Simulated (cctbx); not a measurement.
## From intensities to atoms

Cell a = 10.7720 Å, b = 10.7720 Å, c = 10.7720 Å, α = 90.00°, β = 90.00°, γ = 90.00°; space group Fd-3m (no. 227, origin choice 1); content Tl16 Pd8 S32.

Simulated single-crystal data (cctbx): Cu Kα, λ = 1.54184 Å, to d = 0.83 Å, 95 % of the full sphere, strongest reflection 20000 counts, noise from counting, a 2 % proportional error and a noise floor of 4 counts (s.d.); no absorption, and some extinction, which the refinements don't model.

1 earlier start (other random phases, and plain and normalised amplitudes in turn) led nowhere (symmetry correlation 0.83).

Charge flipping in P1 on plain amplitudes to 0.9 Å, δ = 1.1 σ, 10 % of the reflections treated as weak, 400 cycles:

```text
cycle      R  skewness
    0  0.534     0.30
   33  0.368     3.89
   66  0.351     4.24
   99  0.343     4.07
  132  0.368     4.15
  165  0.336     4.01
  198  0.351     4.27
  231  0.346     4.03
  264  0.357     4.37
  297  0.344     4.10
  330  0.344     4.27
  363  0.339     4.20
  396  0.346     4.28
origin shift          correlation  skewness
 0.048  0.078  0.023      0.837      0.14
-0.285  0.083 -0.320      0.857      3.04
 0.306  0.314  0.300      0.789      0.34
 0.269  0.084  0.303      0.818     -0.23
taken: symmetry correlation 0.857, skewness 3.04
peak      x       y       z  mult  height/sigma
Q1    0.0000  0.0000  0.5000    8     12.2
Q2    0.1250  0.1250  0.1250   16     11.8
Q3    0.0994  0.0994  0.9006   32      4.1
Q4    0.0000  0.0000  0.2570   48      3.2
Q5    0.0906  0.0906  0.3327   96      2.4
Q6    0.0597  0.0597  0.0597   32      1.9
Q7    0.0406  0.0406  0.9594   32      1.7
Q8    0.0000  0.0000  0.3732   48      1.5
```

The origin is taken among those within 0.04 of the best correlation, by the skewness of the map.

It took 2.7 s on 1 thread of Arm Neoverse N1, on a shared host, peak memory 0.08 GiB.

Q: Assign the peaks.

Heights follow Z only loosely here, so the multiplicities, which must add up to the content, decide. First model: Q1 = Pd1 (8 in the cell, height 12.2), Q2 = Tl1 (16 in the cell, height 11.8) and Q3 = S1 (32 in the cell, height 4.1). Against the true structure, Q1 is Pd, Q2 is Tl and Q3 is S; the other peaks are not atoms.

Least squares on F², isotropic:

```text
Rint 0.023, 74 unique reflections to 0.83 A
cycle     R1     wR2    GooF  max shift (A)
   1  0.1372  0.3065  42.526   0.13082
   2  0.0055  0.0122   1.696   0.00003
final R1 0.0055 wR2 0.0122 GooF 1.696  parameters 4  data/parameter 18.5
atom        x        y        z      Ueq    occ   su(xyz)  su(Uiso or U11)
Pd1    0.00000  0.00000  0.50000   0.0029  1.000  0.00000  0.0001
Tl1    0.12500  0.12500  0.12500   0.0027  1.000  0.00000  0.0001
S1     0.10641  0.10641  0.89359   0.0057  1.000  0.00006  0.0002
difference map: max 0.22 min -0.94 rms 0.11
Q1    0.0000  0.0000  0.1205   48    0.22  1.63 A from S1
Q2    0.0817  0.0817  0.8472   96    0.19  0.63 A from S1
Q3    0.0815  0.0815  0.4185   32    0.18  1.16 A from S1
Q4    0.0934  0.0934  0.0934   32    0.17  0.59 A from Tl1
Q5    0.0035  0.0714  0.0714   96    0.17  1.30 A from S1
```

Anisotropic refinement:

```text
Rint 0.023, 74 unique reflections to 0.83 A
cycle     R1     wR2    GooF  max shift (A)
   1  0.0062  0.0134   1.890   0.00113
   2  0.0042  0.0092   1.295   0.00000
final R1 0.0042 wR2 0.0092 GooF 1.295  parameters 6  data/parameter 12.3
atom        x        y        z      Ueq    occ   su(xyz)  su(Uiso or U11)
Pd1    0.00000  0.00000  0.50000   0.0029  1.000  0.00000  0.0001
Tl1    0.12500  0.12500  0.12500   0.0027  1.000  0.00000  0.0001
S1     0.10635  0.10635  0.89365   0.0058  1.000  0.00004  0.0002
difference map: max 0.18 min -0.91 rms 0.09
Q1    0.0218  0.0218  0.1097   96    0.18  1.58 A from Tl1
Q2    0.0658  0.0658  0.6203   96    0.16  1.64 A from Pd1
Q3    0.0146  0.1250  0.7354   96    0.15  1.98 A from S1
Q4    0.0381  0.0381  0.3298   96    0.14  1.63 A from S1
Q5    0.0118  0.1281  0.3719   96    0.14  1.44 A from S1
Q6    0.0000  0.0000  0.6286   48    0.13  1.38 A from Pd1
```

**Reading.** The refinement ends at R1 = 0.0042, wR2 = 0.0092, GooF = 1.29, with difference density between -0.91 and 0.18 e/Å³. Every site matches the true model in element, within 0.001 Å r.m.s., up to an allowed shift of origin.

True model:

```
atom  mult.       x       y       z  Ueq (Å²)
 Tl1     16     3/8     5/8     3/8    0.0028
 Pd1      8     1/2       0     1/2    0.0030
  S1     32  0.6436  0.1436  0.3564    0.0059
```

The model was made for the exercise: a known structure type with other elements put in, its volume estimated, not relaxed; displacement parameters are assumed.

[Middle refinement cycles are left out of these outputs.]

[Logs are printed without paths, hosts, clocks, repeated set-up lines and the standing remarks that a program may print on its own settings, such as how far it seeks lower states.]
